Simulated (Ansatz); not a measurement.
**Starting-point dependence of the GW gap of LiNbO3 (R3c)**

How much of the starting functional survives in the G0W0 gap of LiNbO3 (R3c)?

Main program and level: Ansatz 0.2.0; G0W0 on several functionals, plane waves, PAW.

Most raw output is cut from this account.

In doubt: masses and optical values from hybrid runs of this build are listed as unsure (steps 5, 6, 7), which bears on the screening that GW takes from such a start.

## 1. The starting structure

It takes space group R3c (No. 161, trigonal). Conventional cell: a = 5.152 Å, b = 5.152 Å, c = 13.869 Å, α = 90.00°, β = 90.00°, γ = 120.00°. Nearest to Li lie 6 O at 2.07 to 2.24 Å. Nearest to Nb lie 6 O at 1.88 to 2.13 Å. O has 2 Nb at 1.88 to 2.13 Å and 2 Li at 2.07 to 2.24 Å nearest. Farther neighbours and most contacts between anions are not listed.

The cell and positions come from the Crystallography Open Database and are kept as given unless a step says otherwise.

## 2. G0W0 on LDA

Now the one-shot GW correction: screening in the RPA, then the self-energy of the levels asked for. This step takes PAW set soft_1 files.

This step: G0W0 on LDA, plane waves, PAW; PAW set soft_1.

File input.yaml:

```yaml
crystal:
  lattice:
    - [2.5758, 1.4871388234, 4.623]
    - [-2.5758, 1.4871388234, 4.623]
    - [0.0, -2.9742776468, 4.623]
  atoms:
    - { symbol: Li, position: [0.2815, 0.2815, 0.2815] }
    - { symbol: Li, position: [0.7815, 0.7815, 0.7815] }
    - { symbol: Nb, position: [5.5e-05, 5.5e-05, 5.5e-05] }
    - { symbol: Nb, position: [0.500055, 0.500055, 0.500055] }
    - { symbol: O, position: [0.11231, 0.35836, 0.71959] }
    - { symbol: O, position: [0.71959, 0.11231, 0.35836] }
    - { symbol: O, position: [0.35836, 0.71959, 0.11231] }
    - { symbol: O, position: [0.21959, 0.85836, 0.61231] }
    - { symbol: O, position: [0.85836, 0.61231, 0.21959] }
    - { symbol: O, position: [0.61231, 0.21959, 0.85836] }
kpoints:
  mp_grid: { grid: [4, 4, 4] }
hamiltonian:
  xc: lda
  pseudopotentials: { kind: paw, azcp: { folder: soft_1 }, xc_functional: pbe }
scf:
  occupations: { method: fixed }
gw:
  n_empty_bands: 241
  ecut_chi: 100
  qp_bands: [v3, c3]
  qp_kpoints: band_edges
  screening: { model: contour_deformation }
```

Started as:

```
$ ansatz run input.yaml --threads 3 --pin off --max-ram 92160MiB --backend cuda --events-out ev --progress --plain --runs-dir out --devices 1 --max-vram 13GiB
```

The job ended after 14 s (1 × NVIDIA H100 80GB HBM3 (shared by 6 runs) with 3 threads of AMD EPYC 7R13 (Zen 3), shared host; peak memory 1.3 GiB; 23 s of CPU time).

Numbers from this step:

| Quantity | Value |
| --- | --- |
| bands summed | 275 |
| RPA ε∞ on this mesh (eigenvalues) | 5.099, 5.305, 5.305 |
| plane waves in the screening matrix | 247 |
| q-points in the mesh | 64 |
| G0W0 gap on the mesh | 5.196 eV |
| k of the valence top | 0, 0, 0 |
| k of the conduction bottom | 0, 0.25, -0.5 |
| starting gap on the mesh | 3.559 eV |
| Z at the valence top | 0.7349 |
| Z at the conduction bottom | 0.7782 |
| least direct G0W0 gap on the computed points | 5.197 eV |

The gap on the mesh goes from 3.56 eV to 5.20 eV, a correction of +1.64 eV. Between the two edge states, bare exchange in place of the xc potential would open the gap by 11.15 eV, and correlation takes back 9.52 eV.

## 3. G0W0 on PBE

One-shot GW remembers its start. Another functional's orbitals and levels show by how much.

This step: G0W0 on PBE, plane waves, PAW; PAW set soft_1.

input.yaml, as its differences from that of step 2:

```diff
@@ -19,4 +19,4 @@
 hamiltonian:
-  xc: lda
-  pseudopotentials: { kind: paw, azcp: { folder: soft_1 }, xc_functional: pbe }
+  xc: pbe
+  pseudopotentials: { kind: paw, azcp: { folder: soft_1 } }
 scf:
```

It took 22 s on 1 × NVIDIA H100 80GB HBM3 (shared by 6 runs) with 3 threads; peak memory 1.3 GiB.

This step gave:

```yaml
bands_summed: 275
rpa_eps_infinity_on_this_mesh_eigenvalues: 4.966, 5.175, 5.175
plane_waves_in_the_screening_matrix: 247
q_points_in_the_mesh: 64
g0w0_gap_on_the_mesh: 5.134 eV
k_of_the_valence_top: 0, 0, 0
k_of_the_conduction_bottom: 0, 0.25, -0.5
starting_gap_on_the_mesh: 3.619 eV
z_at_the_valence_top: 0.7353
z_at_the_conduction_bottom: 0.7780
least_direct_g0w0_gap_on_the_computed_points: 5.139 eV
```

Against the run with 4×4×4 mesh, 241 empty bands, screening to 100 eV, PAW set soft_1 files on LDA, the gap moves by −0.06 eV, while the start moved by +0.06 eV.

## 4. G0W0 on r2SCAN

This step: G0W0 on r2SCAN, plane waves, PAW; PAW set soft_1.

input.yaml, as its differences from that of step 3:

```diff
@@ -19,3 +19,3 @@
 hamiltonian:
-  xc: pbe
+  xc: r2scan
   pseudopotentials: { kind: paw, azcp: { folder: soft_1 } }
```

Elapsed: 19 s, on 1 × NVIDIA H100 80GB HBM3 (shared by 6 runs) with 3 threads; peak memory 1.6 GiB; 29 s of CPU time.

Numbers from this step:

```
bands summed                                 : 275
RPA ε∞ on this mesh (eigenvalues)            : 4.482, 4.681, 4.681
plane waves in the screening matrix          : 247
G0W0 gap on the mesh                         : 5.224 eV
k of the valence top                         : 0, 0, 0
k of the conduction bottom                   : 0, 0.25, -0.5
starting gap on the mesh                     : 4.037 eV
least direct G0W0 gap on the computed points : 5.232 eV
```

Against the run with 4×4×4 mesh, 241 empty bands, screening to 100 eV, PAW set soft_1 files on PBE, the gap moves by +0.09 eV, while the start moved by +0.42 eV.

## 5. G0W0 on HSE06

This step: G0W0 on HSE06, plane waves, PAW; PAW set soft_1.

input.yaml, as its differences from that of step 4:

```diff
@@ -19,3 +19,3 @@
 hamiltonian:
-  xc: r2scan
+  xc: hse06
   pseudopotentials: { kind: paw, azcp: { folder: soft_1 } }
```

It took 49 s on 1 × NVIDIA H100 80GB HBM3 (shared by 6 runs) with 3 threads; peak memory 1.8 GiB.

This step gave:

```yaml
bands_summed: 275
rpa_eps_infinity_on_this_mesh_eigenvalues: 3.898, 4.074, 4.074
plane_waves_in_the_screening_matrix: 247
g0w0_gap_on_the_mesh: 5.608 eV
k_of_the_valence_top: 0, 0, 0
k_of_the_conduction_bottom: 0, 0.25, -0.5
starting_gap_on_the_mesh: 5.067 eV
least_direct_g0w0_gap_on_the_computed_points: 5.614 eV
```

Against the run with 4×4×4 mesh, 241 empty bands, screening to 100 eV, PAW set soft_1 files on r2SCAN, the gap moves by +0.38 eV, while the start moved by +1.03 eV.

## 6. G0W0 on PBE0

This step: G0W0 on PBE0, plane waves, PAW; PAW set soft_1.

input.yaml, as its differences from that of step 5:

```diff
@@ -19,3 +19,3 @@
 hamiltonian:
-  xc: hse06
+  xc: pbe0
   pseudopotentials: { kind: paw, azcp: { folder: soft_1 } }
```

It took 55 s on 1 × NVIDIA H100 80GB HBM3 (shared by 6 runs) with 3 threads; peak memory 1.8 GiB; 82 s of CPU time.

This step gave:

```
bands summed                                 : 275
RPA ε∞ on this mesh (eigenvalues)            : 3.669, 3.833, 3.833
plane waves in the screening matrix          : 247
G0W0 gap on the mesh                         : 5.847 eV
k of the valence top                         : 0, 0, 0
k of the conduction bottom                   : 0, 0.25, -0.5
starting gap on the mesh                     : 5.826 eV
least direct G0W0 gap on the computed points : 5.853 eV
```

Against the run with 4×4×4 mesh, 241 empty bands, screening to 100 eV, PAW set soft_1 files on HSE06, the gap moves by +0.24 eV, while the start moved by +0.76 eV.

## 7. G0W0 on Hartree-Fock

This step: G0W0 on Hartree-Fock, plane waves, PAW; PAW set soft_1.

input.yaml, as its differences from that of step 6:

```diff
@@ -19,3 +19,3 @@
 hamiltonian:
-  xc: pbe0
+  xc: hf
   pseudopotentials: { kind: paw, azcp: { folder: soft_1 } }
```

Run time: 62 s. Hardware: 1 × NVIDIA H100 80GB HBM3 (shared by 6 runs) with 3 threads; peak memory 1.9 GiB.

This step gave:

| Item | Value |
| --- | --- |
| bands summed | 275 |
| RPA ε∞ on this mesh (eigenvalues) | 2.231, 2.301, 2.301 |
| plane waves in the screening matrix | 247 |
| G0W0 gap on the mesh | 7.032 eV |
| k of the valence top | 0, 0, 0 |
| k of the conduction bottom | 0, 0, 0 |
| starting gap on the mesh | 13.62 eV |
| least direct G0W0 gap on the computed points | 7.032 eV |

Against the run with 4×4×4 mesh, 241 empty bands, screening to 100 eV, PAW set soft_1 files on PBE0, the gap moves by +1.18 eV, while the start moved by +7.79 eV.

## 8. The starts together

All on the 4×4×4 mesh with 241 empty bands and screening to 100 eV. Times are wall times on 1 × NVIDIA H100 80GB HBM3 (shared by 6 runs) with 3 threads of AMD EPYC 7R13 (Zen 3), shared host, good to a factor of about two.

```
       start  starting gap (eV)  shift (eV)  G0W0 gap (eV)  RPA ε∞ (harmonic mean)  Z (valence, conduction)  time
         LDA               3.56       +1.64           5.20                    5.23               0.73, 0.78  14 s
         PBE               3.62       +1.51           5.13                    5.10               0.74, 0.78  22 s
      r2SCAN               4.04       +1.19           5.22                    4.61               0.75, 0.79  19 s
       HSE06               5.07       +0.54           5.61                    4.01               0.77, 0.81  49 s
        PBE0               5.83       +0.02           5.85                    3.78               0.79, 0.82  55 s
Hartree-Fock              13.62       −6.59           7.03                    2.28               0.88, 0.90  62 s
```

The parts of the quasiparticle energy at the two band edges (eV; QP = start + Σx + Σc − Vxc):

| run | edge | start | Σx | Σc | Vxc | Z | QP |
| --- | --- | --- | --- | --- | --- | --- | --- |
| LDA | valence top | 6.86 | -25.69 | 4.65 | -20.80 | 0.73 | 6.62 |
| LDA | conduction bottom | 10.42 | -13.64 | -4.87 | -19.90 | 0.78 | 11.81 |
| PBE | valence top | 7.23 | -25.79 | 4.73 | -20.68 | 0.74 | 6.85 |
| PBE | conduction bottom | 10.85 | -13.72 | -4.80 | -19.66 | 0.78 | 11.99 |
| r2SCAN | valence top | 6.84 | -25.82 | 4.58 | -21.14 | 0.75 | 6.74 |
| r2SCAN | conduction bottom | 10.87 | -13.65 | -4.77 | -19.51 | 0.79 | 11.96 |
| HSE06 | valence top | 6.12 | -25.83 | 4.31 | -21.80 | 0.77 | 6.41 |
| HSE06 | conduction bottom | 11.19 | -13.21 | -4.60 | -18.64 | 0.81 | 12.01 |

For a hybrid start, Vxc holds its share of exact exchange.

## 9. What came out

```yaml
g0w0_lda: 5.20 eV (start 3.56 eV)
g0w0_pbe: 5.13 eV (start 3.62 eV)
g0w0_r2scan: 5.22 eV (start 4.04 eV)
g0w0_hse06: 5.61 eV (start 5.07 eV)
g0w0_pbe0: 5.85 eV (start 5.83 eV)
g0w0_hartree_fock: 7.03 eV (start 13.62 eV)
known_limits: not at the basis limit; no spin-orbit coupling
```

What this shows: The starting gaps span 10.06 eV and the G0W0 gaps 1.90 eV. Between LDA and Hartree-Fock, 1.84 eV of the 10.06 eV survives, 18 %. The order is not kept throughout: PBE starts 0.06 eV above LDA and ends 0.06 eV below it, so orbitals matter beside the gap. Hartree-Fock screens less than LDA (ε∞ 2.28 against 5.23). Of the 1.84 eV by which its G0W0 gap is higher, the correlation part gives +2.90 eV, and exchange with the one-particle terms, which follow the orbitals, −1.06 eV. On Hartree-Fock the correction is negative: that start lies above its own G0W0 value. The smallest correction, +0.02 eV, is on PBE0, the start nearest to reproducing itself. Bands and cutoff are finite, so the gap is not at the basis limit. The miss can reach some tenths of an eV and take either sign; the mesh is an error of its own. The many-body steps are scalar-relativistic: spin-orbit coupling is not in them.

[Paths, hosts, dates, memory and timing lines, banners, echoed tables and standing remarks are left out of the program output.]

[Logs are printed without paths, hosts, clocks, repeated set-up lines and the standing remarks that a program may print on its own settings, such as how far it seeks lower states.]

[Runs of the session that timed out or met a known fault of the program may be left out.]

[Cells called generated may have been cut or substituted from an entry of the Crystallography Open Database or the Materials Project.]

[Hosts, paths, dates, database ids (printed as entryN), source tags and the programs' standing remarks are cut or masked in the printed files.]
